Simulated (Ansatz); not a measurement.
# F on Mg(0001): change of the work function

Aim: the work function of Mg(0001) at several coverages of F (fcc site), and the dipole that each adsorbate carries.

Program: Ansatz 0.2.0. Level of theory: plane-wave DFT, PBE, Ansatz PAW. Results are calculated unless marked as measured.

## 1. The starting structure

The cell holds 4 atoms: 4 Mg. Cell: a = 3.210 Å, b = 3.210 Å, c = 25.820 Å, α = 90.0°, β = 90.0°, γ = 60.0°. Vacuum lies along c.

## 2. The clean slab

The bare slab comes first, as the zero from which every change is counted. The two lowest layers are held at bulk places and the upper ones relax. The dipole correction removes the false field that a one-sided slab makes across the periodic vacuum, so each face gets a flat vacuum level of its own.

input.yaml

```yaml
crystal:
  lattice:
    - [3.21, 0.0, 0.0]
    - [1.605, 2.7799415461, 0.0]
    - [0.0, 0.0, 25.81956]
  atoms:
    - { symbol: Mg, position: [0.6666666667, 0.6666666667, 0.3485729424] }
    - { symbol: Mg, position: [0.0, 0.0, 0.4495243141] }
    - { symbol: Mg, position: [0.6666666667, 0.6666666667, 0.5504756859] }
    - { symbol: Mg, position: [0.0, 0.0, 0.6514270576] }
kpoints:
  mp_grid: { grid: [12, 12, 1] }
hamiltonian:
  xc: pbe
scf:
  occupations: { method: fermi_dirac, width: 0.1 }
  convergence: { dr2_threshold: 1.0e-08 }
efield:
  axis: 3
  dipole_correction: true
  ramp_position: 0.97
  ramp_width: 0.06
relax:
  f_tol: 0.02
  max_steps: 60
  constraints: [{ sites: [0, 1] }]
output:
  write_potential: true
  write_density: true
  volumetric_format: npy
```

Run with:

```bash
> ansatz run input.yaml --threads 2 --pin off --max-ram 3072MiB --backend cpu --events-out ev --progress --plain --runs-dir out
```

Numbers of over 12 decimals in the logs are rounded to 6 here.

Log:

```text
Engine: ansatz 0.2.0, aarch64-unknown-linux-gnu
Pseudopotentials: kind: paw
Pseudopotential: Mg, paw, valence charge 10, recommended cutoff 420 eV (normal), Mg.paw.azcp
Functional definition: PBE
  parameter kappa = 0.804
  parameter beta = 0.066725
  exchange = pbe_x(kappa = kappa, mu = beta*pi^2/3)
  correlation = pbe_c(beta = beta)
Crystal: 4 atoms, lattice volume = 230.404 Å³
Basis set: ecut = 420 eV, 4575 PW (Γ), exchange–correlation on 48×48×360 points (8 copies of the dense FFT grid, shifted against one another)
Bands: 24, of which v1, the nominal top of the filled ones, is band 20 counted from 1 (19 counted from 0)
Symmetry: 6 space group operations
k-points: 19 of 144 (time reversal used)
Non-local potential: Mg, projectors of the file, l = 0: 3, l = 1: 2, l = 2: 1
PAW form: soft (Blöchl's): semilocal exchange-correlation on the pseudo side does not see the compensation charge
PAW one-centre angular grid: Mg, 110 points (default); XC on 64 Gauss nodes
Initial density: superposition of atomic densities (neutral atoms: chi_scale 0, normalization atom), corrected by the library's trained network
Initial wavefunctions: pseudopotential atomic-orbital guess
Functional: x = pbe(κ = 0.804, μ = 0.219515), c = pbe(β = 0.066725)
SCF iter   1: F=—  HF=-7694.613554 eV  |F-HF|=—  |Δ(HF+E_count)|=         —  Δρ=7.47e-4  dr2=5.39e-3  ethr=1.77e-3  p=0.000 e·Å  D=2.46e-14 V/Å  ΔV_dip=-0.00 eV  dr2_dipole=1.19e-8  V_vac-E_F(+/−)=3.79/3.79 eV  ⟨swp⟩=8.1  Hψ=2477  notcnv=0
efield: sawtooth ramp at fractional position 0.9700 (set: `efield.ramp_position`, or a place that a band, a saddle search or an elastic batch's reference lends), width 0.0600; the density the first Hamiltonian is built on has a dipole p = 0.000 e·Å; the dipole correction subtracts the counter field D = 2.46e-14 V/Å, which shifts the + side's vacuum level by -0.00 eV against the − side's; the planar-averaged density in the ramp window peaks in size at 1.5e-5 e/Å³
preconditioner: auto → LDOS  [metal: Δε(μ)=0.163 eV  Ē_g=4.548 eV  σ=0.100 eV  W_gap=0.39  n_scr=16 (ndim 8)  ℏωp=6.9 eV  f_vac=0.528  D(μ)=2.23/eV (n_scr^D=10)  β→1.0]
SCF iter   2: F=—  HF=-7694.613892 eV  |F-HF|=—  |Δ(HF+E_count)|=   3.38e-4  Δρ=2.82e-4  dr2=3.90e-4  ethr=1.35e-5  p=0.000 e·Å  D=1.21e-5 V/Å  ΔV_dip=-0.00 eV  dr2_dipole=1.36e-8  V_vac-E_F(+/−)=3.82/3.82 eV  ⟨swp⟩=2.1  Hψ=706  notcnv=0
SCF iter   3: F=—  HF=-7694.613926 eV  |F-HF|=—  |Δ(HF+E_count)|=   3.33e-5  Δρ=9.30e-5  dr2=4.23e-5  ethr=9.74e-7  p=-0.000 e·Å  D=-5.84e-8 V/Å  ΔV_dip=0.00 eV  dr2_dipole=1.53e-10  V_vac-E_F(+/−)=3.80/3.80 eV  ⟨swp⟩=2.3  Hψ=617  notcnv=0
SCF iter   4: F=—  HF=-7694.613948 eV  |F-HF|=—  |Δ(HF+E_count)|=   2.23e-5  Δρ=2.68e-5  dr2=4.91e-6  ethr=1.06e-7  p=-0.000 e·Å  D=-1.95e-7 V/Å  ΔV_dip=0.00 eV  dr2_dipole=4.52e-11  V_vac-E_F(+/−)=3.79/3.79 eV  ⟨swp⟩=2.0  Hψ=527  notcnv=0
SCF iter   5: F=—  HF=-7694.613928 eV  |F-HF|=—  |Δ(HF+E_count)|=   1.99e-5  Δρ=6.90e-6  dr2=4.91e-7  ethr=1.23e-8  p=-0.000 e·Å  D=-1.86e-7 V/Å  ΔV_dip=0.00 eV  dr2_dipole=4.79e-11  V_vac-E_F(+/−)=3.79/3.79 eV  ⟨swp⟩=2.1  Hψ=509  notcnv=0
SCF iter   6: F=—  HF=-7694.613928 eV  |F-HF|=—  |Δ(HF+E_count)|=   2.89e-7  Δρ=1.60e-6  dr2=2.03e-8  ethr=1.23e-9  p=-0.000 e·Å  D=-9.73e-8 V/Å  ΔV_dip=0.00 eV  dr2_dipole=1.13e-12  V_vac-E_F(+/−)=3.79/3.79 eV  ⟨swp⟩=2.0  Hψ=530  notcnv=0
SCF iter   7: F=-7694.613928 eV  HF=-7694.613928 eV  |F-HF|=7.69e-10  |Δ(HF+E_count)|=   7.80e-9  Δρ=3.80e-7  dr2=3.40e-10  ethr=2.50e-11  p=-0.000 e·Å  D=-8.33e-9 V/Å  ΔV_dip=0.00 eV  dr2_dipole=6.67e-13  V_vac-E_F(+/−)=3.79/3.79 eV  ⟨swp⟩=8.7  Hψ=2644  notcnv=0
SCF 1 converged in 7 iterations: F = -7694.613928 eV  dr2 = 3.40e-10
  greatest PAW one-centre occupation: 1.000 electrons in one spin orbital (limit 2), on the Mg atom at site 2 (counted from 0), in its partial waves of l = 0
relax step   1: F+E_penalty+E_count = -7694.61392834 eV  Δ(F+E_penalty+E_count) = +0.000e0 eV  max|allowed force component| = 4.415e-2 eV/Å  Δτ_max = 0.0000 Å  (7 SCF iters, accepted)
Initial density: handed on by an earlier stage of this run
Initial wavefunctions: those handed on with the density
iter 1 solved again at ethr=7.55e-6 eV; its pass at ethr=3.10e-3 eV (dr2=3.02e-3 eV) is discarded
SCF iter   1: F=—  HF=-7694.614722 eV  |F-HF|=—  |Δ(HF+E_count)|=         —  Δρ=2.19e-4  dr2=9.85e-4  ethr=7.55e-6  p=-0.000 e·Å  D=-2.46e-8 V/Å  ΔV_dip=0.00 eV  dr2_dipole=5.18e-5  V_vac-E_F(+/−)=3.79/3.79 eV  ⟨swp⟩=2.3  Hψ=1585  notcnv=0
efield: sawtooth ramp at fractional position 0.9700 (set: `efield.ramp_position`, or a place that a band, a saddle search or an elastic batch's reference lends), width 0.0600; the density the first Hamiltonian is built on has a dipole p = -0.000 e·Å; the dipole correction subtracts the counter field D = -2.46e-8 V/Å, which shifts the + side's vacuum level by +0.00 eV against the − side's; the planar-averaged density in the ramp window peaks in size at 3.7e-7 e/Å³
preconditioner: auto → LDOS  [metal: Δε(μ)=0.173 eV  Ē_g=4.535 eV  σ=0.100 eV  W_gap=0.41  n_scr=16 (ndim 8)  ℏωp=6.9 eV  f_vac=0.529  D(μ)=2.24/eV (n_scr^D=10)  β→1.0]
SCF iter   2: F=—  HF=-7694.614661 eV  |F-HF|=—  |Δ(HF+E_count)|=   6.12e-5  Δρ=7.35e-5  dr2=3.77e-5  ethr=2.46e-6  p=-0.000 e·Å  D=-6.75e-5 V/Å  ΔV_dip=0.00 eV  dr2_dipole=1.71e-6  V_vac-E_F(+/−)=3.79/3.79 eV  ⟨swp⟩=2.0  Hψ=503  notcnv=0
SCF iter   3: F=—  HF=-7694.614688 eV  |F-HF|=—  |Δ(HF+E_count)|=   2.78e-5  Δρ=2.08e-5  dr2=3.89e-6  ethr=9.43e-8  p=0.000 e·Å  D=9.60e-5 V/Å  ΔV_dip=-0.00 eV  dr2_dipole=1.74e-10  V_vac-E_F(+/−)=3.79/3.79 eV  ⟨swp⟩=2.0  Hψ=776  notcnv=0
SCF iter   4: F=—  HF=-7694.614664 eV  |F-HF|=—  |Δ(HF+E_count)|=   2.43e-5  Δρ=5.71e-6  dr2=4.02e-7  ethr=9.72e-9  p=0.000 e·Å  D=1.11e-4 V/Å  ΔV_dip=-0.00 eV  dr2_dipole=1.72e-8  V_vac-E_F(+/−)=3.79/3.79 eV  ⟨swp⟩=2.0  Hψ=522  notcnv=0
SCF iter   5: F=-7694.614664 eV  HF=-7694.614664 eV  |F-HF|=2.85e-9  |Δ(HF+E_count)|=   3.01e-8  Δρ=1.43e-6  dr2=7.85e-9  ethr=2.50e-11  p=0.000 e·Å  D=1.31e-4 V/Å  ΔV_dip=-0.00 eV  dr2_dipole=1.10e-9  V_vac-E_F(+/−)=3.79/3.79 eV  ⟨swp⟩=7.8  Hψ=2951  notcnv=0
SCF 2 converged in 5 iterations: F = -7694.614664 eV  dr2 = 7.85e-9
  greatest PAW one-centre occupation: 1.000 electrons in one spin orbital (limit 2), on the Mg atom at site 1 (counted from 0), in its partial waves of l = 0
relax step   2: F+E_penalty+E_count = -7694.61466413 eV  Δ(F+E_penalty+E_count) = -7.358e-4 eV  max|allowed force component| = 1.544e-2 eV/Å  Δτ_max = 0.0287 Å  (5 SCF iters, accepted)
NSCF: frozen V_eff on 19 k-points
the band table was solved once a step of the walk had ended and its energy, with any forces and stress, was formed, with the checks that follow a solve (2497 applications of the Hamiltonian). They found nothing against the state; the energy, forces and stress were not computed again (output.eigenvalues in the input reference)
WARN: The output density's exchange-correlation potential varies sharply where the density is thin. Do not read a vacuum level from v_tot or v_xc, or from such a field of the output density. On a cell that repeats whose density bears no net charge and no dipole along the vacuum's axis use v_es (v_loc + v_h of the components); under efield.dipole_correction with no amplitude use v_es + v_field, which holds any externa [...]
SCF converged after 5 iterations
Free energy (F): -7694.614664 eV
Harris-Foulkes:  -7694.614664 eV  (|F-HF|=2.85e-9)
Internal energy: -7694.543245 eV  (E = F + TS)
E sigma→0 (E₀):  -7694.578954 eV
Entropy (-TS):   -0.071420 eV (-17.855 meV/atom)
Fermi energy:    0.029478 eV
Dipole field:    D = 0.000172 V/Å  (p = 0.000219 e·Å, saw-weighted, corrected)
Work function:   Φ+ = 3.7873 eV   Φ− = 3.7918 eV
Levels:          The Fermi level and band energies are counted from a zero that moves with the ramp; work functions are not
--- Per-component energies (eV) ---
  E_band       = -1655.090316
  E_kinetic    = 297.500953
  E_local      = -32041.579430  (includes V_loc(G=0)·N_el)
  E_nonlocal   = 383.077104
  E_hartree    = 14982.417556
  E_xc         = -112.093321
  E_vxc        = -144.525410  (∫ρ·V_xc dr)
  E_paw        = -1170.697246  (= ΣΔE_a)
  E_vpaw       = -114.398191  (= ΣTr[D̂ρ^β])
  E_aug_tail   = -0.000015  (compensation charges beyond the density's cutoff)
  E_efield     = 0.000000  (sawtooth field / dipole correction)
  E_vefield    = -0.000058  (∫n·V_field dr)
  E_ewald      = 9966.831155
  E_smearing   = -0.071420  (= −TS)
  E_closure    = 0.000000  (closes the sum)
  Σ components = -7694.614664   (vs F -7694.614664, Δ=0.00e0)
--- Forces (eV/Å), atoms counted from 1 ---
  atom   1  Mg    -0.00000000     0.00000000    -0.04352532
  atom   2  Mg     0.00000000    -0.00000000     0.03942642
  atom   3  Mg    -0.00000000     0.00000000    -0.01135304
  atom   4  Mg     0.00000000    -0.00000000     0.01543568
  max |Σ_I F_I| component: 1.63e-5 eV/Å
--- Band table (eV; the first three rows and the last of 19) ---
  k-point 0: bands = [... 16 lower, -6.5118, -5.7358, -4.4563, -2.7079, -0.9499, 1.2324, 2.8336, 3.6962]
  k-point 1: bands = [... 16 lower, -6.3761, -5.6010, -4.3227, -2.5750, -0.8237, 1.3598, 2.9633, 3.8279]
  k-point 2: bands = [... 16 lower, -5.9704, -5.1979, -3.9232, -2.1781, -0.4451, 1.7374, 3.3475, 4.2198]
  k-point 18: bands = [... 16 lower, -0.2640, -0.2571, -0.2503, 0.4095, 0.4203, 0.4303, 1.5893, 2.1911]
--- Relaxed structure (2 steps of the walk, 2 accepted, 0 SCFs on fresh bases) ---
  F+E_penalty+E_count = -7694.61466413 eV   max|allowed force component| = 1.544e-2 eV/Å
  atoms:
    - { symbol: Mg, position: [0.666667, 0.666667, 0.348573] }
    - { symbol: Mg, position: [0.0, 0.0, 0.449524] }
    - { symbol: Mg, position: [0.666667, 0.666667, 0.550673] }
    - { symbol: Mg, position: [0, 0, 0.652538] }
```

It took 12 s on 2 threads of Arm Neoverse N1, shared host; peak memory 0.42 GiB; 22 s of CPU time.

Relaxation path:

```tsv
step	energy less that of the first step (eV)	largest force component (eV/Å)
1	0.0000	0.0442
2	-0.0007	0.0154
```

Forces are held to the 6 operations that the run works with; a distortion that breaks them can't arise in this run.

The atoms that moved most (Å):

```tsv
atom	dx	dy	dz	length
Mg4	0.000	0.000	0.029	0.029
Mg3	0.000	0.000	0.005	0.005
```

This step gave:

```yaml
energy_at_zero_smearing: -7694.5790 eV
work_function_upper_face: 3.787 eV
dipole_along_the_normal: 2.19e-4 e·Å
```

Running mean over 2.60652 Å of the planar mean; the ramp of the sawtooth is left out. Electron's electrostatic potential energy less the Fermi level against z:

```tsv
z (Å)	electron's electrostatic potential energy less the Fermi level (eV)
3.5	3.79
4.0	3.79
4.5	3.79
5.0	3.78
5.5	3.74
6.0	3.64
6.5	3.35
7.0	2.60
7.5	0.686
8.0	-2.09
8.5	-3.58
9.0	-4.02
9.5	-4.07
10.0	-4.04
10.5	-4.02
11.0	-4.01
11.5	-4.00
12.0	-3.99
12.5	-3.98
13.0	-3.98
13.5	-3.99
14.0	-4.00
14.5	-3.99
15.0	-3.95
15.5	-3.89
16.0	-3.97
16.5	-4.06
17.0	-3.95
17.5	-3.30
18.0	-1.31
18.5	1.45
19.0	2.90
19.5	3.47
20.0	3.68
20.5	3.75
21.0	3.78
21.5	3.78
22.0	3.79
22.5	3.79
```

The relaxation took 2 steps and lowered the energy by 7.4e-4 eV; the largest force on the free atoms ends at 0.015 eV/Å.

The work function of the upper face is 3.79 eV.

(Continued in part 2 of 3.)

[Logs are printed without paths, hosts, clocks, repeated set-up lines and the standing remarks that a program may print on its own settings, such as how far it seeks lower states.]

[Hosts, paths, dates, database ids (printed as entryN), source tags and the programs' standing remarks are cut or masked in the printed files.]

[Maps of the electrostatic potential energy from Ansatz leave out the sawtooth potential of an applied field or a dipole correction, so their vacuum need not be flat; planar profiles and work functions include it.]
